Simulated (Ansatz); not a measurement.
# How fast states decay through Na3TeBr, part 2 of 3

Aim: relax a made-up compound, Na3TeBr, and see how good a tunnel barrier it would be. It is built by putting Te for O in the Na3BrO structure of space group Pm-3m, with the volume rescaled by atomic radii. The parent structure comes from the Materials Project.

Ansatz 0.2.0; PBE DFT, plane waves, PAW files (the session's first sound run).

So far. Step 2 (Relaxing the new crystal): The largest force component on a free atom ends at 2.4e-29 eV/Å.

The structure was built from a prototype and need not be the compound's stable phase.

## Step 3: The bulk crystal and its band edges

The energy window and the wavevectors of the next steps follow from the band edges, so these are searched first, off the mesh as well.

Contents of input.yaml:

```yaml
crystal:
  lattice:
    - [5.8277326008, 0.0, 0.0]
    - [0.0, 5.8277326008, 0.0]
    - [0.0, 0.0, 5.8277326008]
  atoms:
    - { symbol: Na, position: [0.0, 0.5, 0.5] }
    - { symbol: Na, position: [0.5, 0.0, 0.5] }
    - { symbol: Na, position: [0.5, 0.5, 0.0] }
    - { symbol: Br, position: [0.0, 0.0, 0.0] }
    - { symbol: Te, position: [0.5, 0.5, 0.5] }
kpoints:
  mp_grid: { grid: [6, 6, 6] }
  band_path: { path: [VBM, CBM], npoints: 30 }
scf:
  occupations: { method: fixed }
hamiltonian:
  xc: pbe
output:
  eigenvalues: true
  write_potential: true
  write_density: true
  volumetric_format: npy
  elf: true
```

On the command line:

```
$ ansatz run input.yaml --threads 2 --pin off --max-ram 4096MiB --backend cpu --events-out ev --progress --plain --runs-dir out
```

Numbers of over 12 decimals in the logs are rounded to 6 here.

What it wrote:

```text
[...]
Crystal: 5 atoms, lattice volume = 197.924 Å³
Basis set: ecut = 420 eV, 3887 PW (Γ)
Bands: 30, of which v1, the nominal top of the filled ones, is band 25 counted from 1 (24 counted from 0)
Symmetry: 48 space group operations
[...]
k-points: 20 of 216
[...]
SCF iter   1: F=—  HF=-14227.220539 eV  |F-HF|=—  |Δ(HF+E_count)|=         —  Δρ=4.80e-4  dr2=1.18e-3  ethr=1.77e-3  ⟨swp⟩=5.5  Hψ=2117  notcnv=0  defer=51
[...]
SCF iter   6: F=-14227.219713 eV  HF=-14227.219713 eV  |F-HF|=3.95e-8  |Δ(HF+E_count)|=   2.17e-6  Δρ=5.58e-6  dr2=5.94e-8  ethr=2.00e-10  ⟨swp⟩=8.8  Hψ=2940  notcnv=0
SCF 1 converged in 6 iterations: F = -14227.219713 eV  dr2 = 5.94e-8
[...]
NSCF: frozen V_eff on 20 k-points
[...]
SCF converged after 6 iterations
Free energy (F): -14227.219713 eV
[...]
Internal energy: -14227.219713 eV  (E = F + TS)
E sigma→0 (E₀):  -14227.219713 eV
Fermi energy:    0.512866 eV
[...]
--- Band table (eV; the first three rows and the last of 20) ---
  k-point 0: bands = [... 21 lower, -0.2138, 0.5129, 0.5129, 0.5129, 2.9291, 5.0090, 5.0090, 7.6270, ... 1 higher]
  k-point 1: bands = [... 21 lower, -0.1751, 0.2957, 0.4738, 0.4738, 3.2713, 5.1281, 5.2411, 7.2751, ... 1 higher]
  k-point 2: bands = [... 21 lower, -0.0771, -0.0643, 0.3746, 0.3746, 4.0075, 5.4745, 5.4865, 6.8868, ... 1 higher]
  k-point 19: bands = [... 21 lower, -0.1920, -0.1896, -0.1896, -0.1896, 5.5584, 5.5584, 5.5584, 6.9572, ... 1 higher]
```

Elapsed: 7.7 s, on 2 threads of Arm Neoverse V2, shared host; peak memory 0.43 GiB.

This step gave:

* free energy: -14227.2197 eV
* Fermi energy: 0.5129 eV
* gap on the k-mesh: 2.416 eV
* gap on path: 2.416 eV, by band count; negative where bands overlap
* direct gap on path: 2.416 eV
* edge places on path: 0, 0 1/A along the path

Levels at VBM (eV): -0.73, -0.73, -0.73, 0.00, 0.00, 0.00, 2.42, 4.50, 4.50, 7.11, 7.11.

Electrostatic potential energy in the ac plane at fractional y = 0.500, with atoms of Na and Te within 0.2 Å of it. With pseudopotentials it is smooth inside the atoms' cores, unlike the true potential.

Ten even steps from '_' (-49 eV) to '@' (8 eV), each cell a mean:
```
@@@@@@@@@@%%**____--##%%@@@@@@@@
@@@@@@@@@@%%%%**++##%%@@@@@@@@@@
@@@@@@@@@@@@%%%%%%%%@@@@@@@@@@@@
@@@@@@@@@@@@@@%%%%@@@@@@@@@@@@@@
%%%%@@@@@@@@%%%%##%%@@@@@@@@@@%%
##%%%%@@@@%%********##@@@@@@%%##
..++%%%%%%##**@@@@%%**%%@@%%##--
__..##%%%%**%%@@@@@@**##%%%%++__
__--##%%%%**##@@@@@@**%%%%%%**__
++##%%@@@@%%**##%%****%%@@%%%%**
%%%%@@@@@@@@%%****##%%@@@@@@%%%%
@@@@@@@@@@@@@@%%%%%%@@@@@@@@@@@@
@@@@@@@@@@@@@@%%%%%%@@@@@@@@@@@@
@@@@@@@@@@@@%%####%%%%@@@@@@@@@@
@@@@@@@@@@%%##--..++%%%%@@@@@@@@
@@@@@@@@@@%%++____..##%%@@@@@@@@
```
Columns run along a (5.8 Å; values clipped at the 3rd and 97th percentile), rows up along c (5.8 Å). Atoms in or near the plane, at fractional coordinates: Na at (0.00, 0.50), Na at (0.50, 0.00), Te at (0.50, 0.50).

Valence density in the ac plane at fractional y = 0.500, with atoms of Na and Te within 0.2 Å of it. It is the smooth field of the valence electrons, not physical close to the nuclei.

Ten steps, logarithmic in the rise over the least value, from '_' (0 e/Å³) to '@' (18 e/Å³), each cell a mean:
```
____________==%%@@**::__________
____________..==++--____________
______________......____________
____________........____________
__________....::::::....________
::..____..::--====--::..______::
##++......::==##%%**--::....--**
@@##--....--**@@@@%%==::....++@@
@@**::....--++%%@@##==::....==%%
++--..__..::--++**==--....__..==
..______....::----::::..________
__________............__________
______________......____________
____________..::--..____________
____________--**##++..__________
__________..++@@@@##::__________
```
Columns run along a (5.8 Å), rows up along c (5.8 Å). Atoms in or near the plane, at fractional coordinates: Na at (0.00, 0.50), Na at (0.50, 0.00), Te at (0.50, 0.50).

ELF in the ac plane at fractional y = 0.500, with atoms of Na and Te within 0.2 Å of it. It is the smooth field of the valence electrons, not physical close to the nuclei.

Values, 16 rows by 16 columns, each cell a mean:
```
0.01 0.01 0.01 0.01 0.01 0.10 0.50 0.53 0.43 0.58 0.30 0.03 0.01 0.01 0.01 0.01
0.01 0.01 0.01 0.02 0.02 0.03 0.17 0.42 0.47 0.32 0.07 0.02 0.03 0.02 0.01 0.01
0.01 0.01 0.03 0.11 0.19 0.16 0.09 0.08 0.09 0.08 0.12 0.18 0.16 0.07 0.02 0.01
0.01 0.01 0.07 0.28 0.51 0.59 0.57 0.52 0.51 0.54 0.59 0.57 0.42 0.16 0.03 0.01
0.04 0.02 0.05 0.37 0.68 0.76 0.74 0.69 0.68 0.71 0.76 0.73 0.57 0.18 0.02 0.03
0.38 0.19 0.04 0.32 0.72 0.73 0.59 0.48 0.45 0.53 0.66 0.76 0.59 0.12 0.07 0.30
0.57 0.53 0.13 0.24 0.71 0.64 0.43 0.17 0.11 0.28 0.53 0.71 0.54 0.08 0.32 0.58
0.27 0.55 0.24 0.21 0.69 0.58 0.30 0.02 0.12 0.11 0.45 0.68 0.51 0.09 0.47 0.43
0.43 0.57 0.19 0.22 0.70 0.60 0.35 0.06 0.02 0.17 0.48 0.69 0.52 0.08 0.42 0.53
0.56 0.37 0.07 0.28 0.72 0.69 0.51 0.35 0.30 0.43 0.59 0.74 0.57 0.09 0.17 0.50
0.14 0.06 0.04 0.36 0.71 0.76 0.69 0.60 0.58 0.64 0.73 0.76 0.59 0.16 0.03 0.10
0.01 0.01 0.07 0.35 0.61 0.71 0.72 0.70 0.69 0.71 0.72 0.68 0.51 0.19 0.02 0.01
0.01 0.01 0.05 0.19 0.35 0.36 0.28 0.22 0.21 0.24 0.32 0.37 0.28 0.11 0.02 0.01
0.01 0.01 0.02 0.05 0.07 0.04 0.07 0.19 0.24 0.13 0.04 0.05 0.07 0.03 0.01 0.01
0.01 0.01 0.01 0.01 0.01 0.06 0.37 0.57 0.55 0.53 0.19 0.02 0.01 0.01 0.01 0.01
0.00 0.01 0.01 0.01 0.01 0.14 0.56 0.43 0.27 0.57 0.38 0.04 0.01 0.01 0.01 0.01
```
Columns run along a (5.8 Å), rows up along c (5.8 Å). Atoms in or near the plane, at fractional coordinates: Na at (0.00, 0.50), Na at (0.50, 0.00), Te at (0.50, 0.50).

The searched edges give 2.42 eV, as on the mesh.

## Step 4: Decaying states in the gap, plane (111), k-mesh 8×8×8

This step: PBE DFT, plane waves, PAW files; complex bands by layer matching along the plane's normal (Ansatz 0.2.0).

The same crystal is laid in a cell whose first two vectors span the (111) plane (indices of the standard conventional cell, whose axes can be ordered otherwise than in the bulk input). At fixed energy and wavevector in the plane the solver finds all kz, real and complex. A few wavevectors are listed, (0, 0) and (0.5, 0) in units of the plane's reciprocal vectors; the slowest state needn't be among them.

Contents of input.yaml:

```yaml
crystal:
  lattice:
    - [8.241658482, 0.0, 0.0]
    - [4.120829241, 7.137485615, 0.0]
    - [4.120829241, 2.379161872, 3.364642986]
  atoms:
    - { symbol: Na, position: [0.5, 0.5, 0.0] }
    - { symbol: Na, position: [0.0, 0.5, 0.0] }
    - { symbol: Na, position: [0.5, 0.0, 0.0] }
    - { symbol: Br, position: [0.0, 0.0, 0.0] }
    - { symbol: Te, position: [0.5, 0.5, 0.5] }
kpoints:
  mp_grid: { grid: [8, 8, 8] }
scf:
  occupations: { method: fixed }
hamiltonian:
  xc: pbe
output:
  eigenvalues: true
  transmission:
    leads: [[0, 0]]
    kpoints: [[0.0, 0.0], [0.5, 0.0]]
    e_range: [-1.0, 3.42]
    de: 0.09
```

What it wrote:

```text
basis.fft_grid_basis auto: the FFT boxes are laid along the combinations [[1, 0, -1], [0, 1, -1], [0, 0, 1]] of the cell's own vectors, 5.828, 5.828 and 5.828 Å long. The dense box has 40×40×40 points. Along the cell's own vectors, as sized, it would have 60×60×40, 2.25 times as many. basis.fft_grid_basis: typed keeps the cell's own vectors: state it where this run's energies or levels are differenced outside the engine with another run's, or held beside a run that keeps those vectors.
[...]
Crystal: 5 atoms, lattice volume = 197.924 Å³
Basis set: ecut = 420 eV, 3887 PW (Γ), FFT grids on a1−a3, a2−a3, a3
Bands: 30, of which v1, the nominal top of the filled ones, is band 25 counted from 1 (24 counted from 0)
Symmetry: 48 space group operations
[...]
k-points: 35 of 512
[...]
SCF iter   1: F=—  HF=-14227.220393 eV  |F-HF|=—  |Δ(HF+E_count)|=         —  Δρ=4.85e-4  dr2=1.22e-3  ethr=1.77e-3  ⟨swp⟩=5.5  Hψ=3679  notcnv=0  defer=84
[...]
SCF iter   6: F=-14227.219716 eV  HF=-14227.219716 eV  |F-HF|=1.83e-8  |Δ(HF+E_count)|=   2.15e-6  Δρ=5.92e-6  dr2=6.79e-8  ethr=2.00e-10  ⟨swp⟩=8.7  Hψ=5184  notcnv=0
SCF 1 converged in 6 iterations: F = -14227.219716 eV  dr2 = 6.79e-8
[...]
transmission: 6 of 12 steps passed
transmission: 12 of 12 steps passed
SCF converged after 6 iterations
Free energy (F): -14227.219716 eV
[...]
Internal energy: -14227.219716 eV  (E = F + TS)
E sigma→0 (E₀):  -14227.219716 eV
Fermi energy:    0.512871 eV
[...]
--- Band table (eV; the first three rows and the last of 35) ---
  k-point 0: bands = [... 21 lower, -0.2138, 0.5129, 0.5129, 0.5129, 2.9291, 5.0090, 5.0090, 7.6270, ... 1 higher]
  k-point 1: bands = [... 21 lower, -0.0850, 0.1781, 0.4579, 0.4579, 3.4662, 5.3090, 5.3090, 7.0131, ... 1 higher]
  k-point 2: bands = [... 21 lower, -0.3446, 0.2561, 0.2980, 0.2980, 4.4853, 5.8247, 5.8247, 5.8564, ... 1 higher]
  k-point 34: bands = [... 21 lower, 0.0085, 0.2258, 0.3242, 0.3416, 4.7821, 4.7852, 6.2305, 6.3030, ... 1 higher]
--- Transmission ---
  basis      : 511 plane waves across, 6 finite elements along
  points     : 2, as listed
  energies   : 50 from -1.000000 to 3.410000 eV about the Fermi level, 0.090000 eV apart; the leads are filled to 1.208113 eV, and channels, transmission and decay are at 1.250000 eV
  crystal 0  : Na3Br1Te1, at the sites [0, 0], period 3.3646 Å: whole cells are its period
    offset         : up to 0.0000 Å between an atom of the period and one for which it stands
    channels       : 0.000000e0 a spin
    conductance    : none, the energies end too early or step too widely for 300 K: set another output.transmission.e_range or a lower de, or, where they end at an eighth of basis.ecutwfc, a higher one
    slowest decay  : 0.2329 /Å at (0.0000, 0.0000)
```

The job ended after 3.8 min (2 threads; peak memory 1.6 GiB; 6.8 min of CPU time).

This step gave:

```
level to which the leads are filled                       : 1.208 eV from the Fermi level
decay constant at the filling level, zone centre          : 0.2329 Å⁻¹
decay constant at the filling level, slowest listed point : 0.2329 Å⁻¹
```

K parallel (0, 0); values up to 1.5 1/Å, a degenerate pair printed once or twice; energies at which all values exceed this have no row. The Im kz of the slowest decaying states by energy, zero at the highest filled level on the SCF mesh:

```csv
energy (eV),decay 1 (Å⁻¹),decay 2 (Å⁻¹),decay 3 (Å⁻¹),decay 4 (Å⁻¹)
-1.00,0.0337,0.285,0.306,1.01
-0.82,0.174,0.971,1.17,1.49
-0.55,0.0417,0.354,0.895,1.14
-0.37,0.465,0.829,1.12,1.45
-0.10,0.145,0.640,1.10,1.43
-0.01,0.189,0.632,1.09,1.43
0.08,0.0936,0.220,0.272,0.628
0.35,0.177,0.281,0.461,0.649
0.53,0.204,0.307,0.498,0.670
0.80,0.226,0.334,0.523,0.693
0.98,0.233,0.346,0.532,0.703
1.16,0.234,0.356,0.535,0.709
1.43,0.227,0.364,0.535,0.714
1.61,0.216,0.367,0.531,0.714
1.88,0.189,0.369,0.522,0.712
2.06,0.160,0.368,0.514,0.708
2.33,0.0834,0.363,0.497,0.699
2.51,0.358,0.484,0.692,0.796
2.78,0.348,0.461,0.679,0.764
2.96,0.339,0.442,0.669,0.742
3.23,0.323,0.411,0.651,0.710
3.41,0.310,0.386,0.637,0.689
```

K parallel (0, 0). Re kz of states that move upwards against energy, zero at the highest filled level on the SCF mesh:

```csv
energy (eV),channel 1 (Å⁻¹),channel 2 (Å⁻¹),channel 3 (Å⁻¹),channel 4 (Å⁻¹),channel 5 (Å⁻¹),channel 6 (Å⁻¹)
-1.00,-,-,-,-,-,-
-0.82,-0.435,-0.347,-0.347,0.772,0.772,0.864
-0.64,-0.899,-0.867,-0.867,-0.330,0.181,-
-0.46,-0.803,-0.702,-0.702,-,-,-
-0.28,-0.685,-0.535,-0.535,-0.206,0.441,-
-0.10,-0.316,-0.316,-0.112,-,-,-
-0.01,-0.0989,-0.0989,-0.0343,-,-,-
0.08,-,-,-,-,-,-
0.26,-,-,-,-,-,-
0.44,-,-,-,-,-,-
0.62,-,-,-,-,-,-
0.80,-,-,-,-,-,-
0.98,-,-,-,-,-,-
1.16,-,-,-,-,-,-
1.25,-,-,-,-,-,-
1.43,-,-,-,-,-,-
1.61,-,-,-,-,-,-
1.79,-,-,-,-,-,-
1.97,-,-,-,-,-,-
2.15,-,-,-,-,-,-
2.33,-,-,-,-,-,-
2.51,0.0902,-,-,-,-,-
2.69,0.159,-,-,-,-,-
2.87,0.212,-,-,-,-,-
3.05,0.258,-,-,-,-,-
3.23,0.301,-,-,-,-,-
3.41,0.342,-,-,-,-,-
```

K parallel (0.5, 0); values up to 1.5 1/Å, a degenerate pair printed once or twice; energies at which all values exceed this have no row. Table of Im kz of the slowest decaying states by energy, zero at the highest filled level on the SCF mesh:

```csv
energy (eV),decay 1 (Å⁻¹),decay 2 (Å⁻¹),decay 3 (Å⁻¹),decay 4 (Å⁻¹)
-1.00,0.117,0.457,0.822,0.827
-0.82,0.0629,0.296,0.764,0.767
-0.55,0.0844,0.221,0.256,0.636
-0.37,0.0976,0.179,0.421,0.448
-0.10,0.0399,0.0928,0.232,0.278
-0.01,0.149,0.157,0.355,0.375
0.08,0.195,0.195,0.398,0.423
0.35,0.262,0.268,0.492,0.497
0.53,0.289,0.295,0.516,0.567
0.80,0.316,0.322,0.537,0.615
0.98,0.328,0.333,0.545,0.621
1.16,0.337,0.341,0.548,0.624
1.43,0.344,0.347,0.548,0.625
1.61,0.346,0.348,0.544,0.622
1.88,0.345,0.346,0.535,0.615
2.06,0.341,0.342,0.526,0.609
2.33,0.331,0.332,0.509,0.597
2.51,0.321,0.324,0.495,0.587
2.78,0.302,0.306,0.470,0.569
2.96,0.285,0.290,0.450,0.556
3.23,0.250,0.259,0.415,0.533
3.41,0.219,0.231,0.387,0.515
```

At the listed wavevectors the last open channel is at -0.01 eV and the next at +2.42 eV on the grid. At +1.25 eV, the grid energy nearest the filling level (the middle of the gap on the SCF mesh), the slowest state at the listed wavevectors decays with κ = 0.233 Å⁻¹, its amplitude falling by e over 4.3 Å. Through 1 nm of this crystal that state's transmission falls by exp(−2 × 0.233 Å⁻¹ × 10 Å) = 0.0095.

## Step 5: Complex bands, plane (001), k-mesh 4×4×4

The same for the (001) plane, at (0, 0) and (0.5, 0), to see how the decay depends on direction.

Contents of input.yaml:

```yaml
crystal:
  lattice:
    - [5.827732601, 0.0, 0.0]
    - [0.0, 5.827732601, 0.0]
    - [0.0, 0.0, 5.827732601]
  atoms:
    - { symbol: Na, position: [0.0, 0.5, 0.5] }
    - { symbol: Na, position: [0.5, 0.0, 0.5] }
    - { symbol: Na, position: [0.5, 0.5, 0.0] }
    - { symbol: Br, position: [0.0, 0.0, 0.0] }
    - { symbol: Te, position: [0.5, 0.5, 0.5] }
kpoints:
  mp_grid: { grid: [4, 4, 4] }
scf:
  occupations: { method: fixed }
hamiltonian:
  xc: pbe
output:
  eigenvalues: true
  transmission:
    leads: [[0, 0]]
    kpoints: [[0.0, 0.0], [0.5, 0.0]]
    e_range: [-1.0, 3.42]
    de: 0.07
```

What it wrote:

```text
[...]
Crystal: 5 atoms, lattice volume = 197.924 Å³
Basis set: ecut = 420 eV, 3887 PW (Γ)
Bands: 30, of which v1, the nominal top of the filled ones, is band 25 counted from 1 (24 counted from 0)
Symmetry: 48 space group operations
[...]
k-points: 10 of 64
[...]
SCF iter   1: F=—  HF=-14227.219500 eV  |F-HF|=—  |Δ(HF+E_count)|=         —  Δρ=4.91e-4  dr2=1.28e-3  ethr=1.77e-3  ⟨swp⟩=5.5  Hψ=1051  notcnv=0  defer=23
[...]
SCF iter   6: F=-14227.219276 eV  HF=-14227.219276 eV  |F-HF|=7.61e-8  |Δ(HF+E_count)|=   1.64e-6  Δρ=4.50e-6  dr2=4.46e-8  ethr=2.00e-10  ⟨swp⟩=7.8  Hψ=1417  notcnv=0
SCF 1 converged in 6 iterations: F = -14227.219276 eV  dr2 = 4.46e-8
[...]
transmission: 10 of 20 steps passed
transmission: 20 of 20 steps passed
SCF converged after 6 iterations
Free energy (F): -14227.219276 eV
[...]
Internal energy: -14227.219276 eV  (E = F + TS)
E sigma→0 (E₀):  -14227.219276 eV
Fermi energy:    0.513259 eV
[...]
--- Band table (eV; the first three rows and the last of 10) ---
  k-point 0: bands = [... 21 lower, -0.2138, 0.5133, 0.5133, 0.5133, 2.9292, 5.0091, 5.0091, 7.6273, ... 1 higher]
  k-point 1: bands = [... 21 lower, -0.1307, 0.1088, 0.4293, 0.4293, 3.6166, 5.2751, 5.4278, 7.0542, ... 1 higher]
  k-point 2: bands = [... 21 lower, -0.0053, -0.0053, 0.3025, 0.3025, 4.6158, 5.1884, 5.8609, 6.4047, ... 1 higher]
  k-point 9: bands = [... 21 lower, -0.1914, -0.1898, -0.1898, -0.1898, 5.5585, 5.5585, 5.5585, 6.9574, ... 1 higher]
--- Transmission ---
  basis      : 293 plane waves across, 10 finite elements along
  points     : 2, as listed
[...]
crystal 0  : Na3Br1Te1, at the sites [0, 0], period 5.8277 Å: whole cells are its period
[...]
channels       : 0.000000e0 a spin
[...]
slowest decay  : 0.2352 /Å at (0.0000, 0.0000)
```

Wall time 87 s (2 threads); peak memory 0.94 GiB; 2.4 min of CPU time.

This step gave:

| Item | Value |
| --- | --- |
| free energy | -14227.2193 eV |
| Fermi energy | 0.5133 eV |
| decay constant at the filling level, zone centre | 0.2351 Å⁻¹ |
| decay constant at the filling level, slowest listed point | 0.2352 Å⁻¹ |

K parallel (0, 0); values up to 1.5 1/Å, a degenerate pair printed once or twice; energies at which all values exceed this have no row. Im kz of the slowest decaying states against energy, zero at the highest filled level on the SCF mesh:

```csv
energy (eV),decay 1 (Å⁻¹),decay 2 (Å⁻¹),decay 3 (Å⁻¹),decay 4 (Å⁻¹)
-1.00,0.241,0.434,1.17,1.26
-0.79,0.0475,0.220,1.15,1.23
-0.58,0.256,1.13,1.19,1.25
-0.37,0.153,0.347,1.10,1.16
-0.09,0.405,1.07,1.11,1.21
-0.02,0.415,1.07,1.09,1.21
0.12,0.116,0.299,0.430,1.05
0.33,0.177,0.446,0.478,1.01
0.54,0.209,0.455,0.608,0.947
0.75,0.226,0.460,0.796,0.975
0.96,0.235,0.461,0.807,0.948
1.24,0.235,0.458,0.814,0.911
1.45,0.228,0.453,0.815,0.883
1.66,0.213,0.446,0.812,0.853
1.87,0.191,0.437,0.808,0.822
2.08,0.157,0.426,0.789,0.801
2.29,0.100,0.414,0.755,0.793
2.50,0.400,0.719,0.783,0.991
2.78,0.379,0.668,0.767,0.966
2.99,0.360,0.627,0.754,0.947
3.20,0.340,0.583,0.739,0.928
3.41,0.317,0.534,0.723,0.909
```

K parallel (0.5, 0); values up to 1.5 1/Å, a degenerate pair printed once or twice; energies at which all values exceed this have no row. Table of Im kz of the slowest decaying states by energy, zero at the highest filled level on the SCF mesh:

```csv
energy (eV),decay 1 (Å⁻¹),decay 2 (Å⁻¹),decay 3 (Å⁻¹),decay 4 (Å⁻¹)
-1.0000,0.755,0.778,0.810,0.817
-0.7200,0.101,0.108,0.611,0.664
-0.5100,0.215,0.568,0.605,0.739
-0.2300,0.149,0.213,0.355,0.610
-0.0200,0.213,0.340,0.364,0.445
0.2600,0.357,0.362,0.526,0.586
0.4700,0.374,0.412,0.577,0.631
0.7500,0.386,0.454,0.613,0.636
1.0300,0.392,0.475,0.624,0.632
1.2400,0.394,0.481,0.615,0.638
1.5200,0.393,0.481,0.603,0.639
1.7300,0.390,0.475,0.593,0.636
2.0100,0.382,0.461,0.578,0.627
2.2200,0.375,0.446,0.565,0.617
2.5000,0.361,0.420,0.547,0.600
2.7800,0.343,0.386,0.527,0.578
2.9900,0.327,0.355,0.510,0.557
3.2700,0.299,0.303,0.485,0.524
```

At the listed wavevectors the last open channel is at -0.02 eV and the next at +2.43 eV on the grid. At +1.24 eV, the grid energy nearest the filling level (the middle of the gap on the SCF mesh), the slowest state at the listed wavevectors decays with κ = 0.235 Å⁻¹, its amplitude falling by e over 4.3 Å; the first such run, plane (111), gave 0.233 Å⁻¹.

(Part 2 of 3 ends here.)

[Logs are printed without paths, hosts, clocks, repeated set-up lines and the standing remarks that a program may print on its own settings, such as how far it seeks lower states.]

[Hosts, paths, dates, database ids (printed as entryN), source tags and the programs' standing remarks are cut or masked in the printed files.]
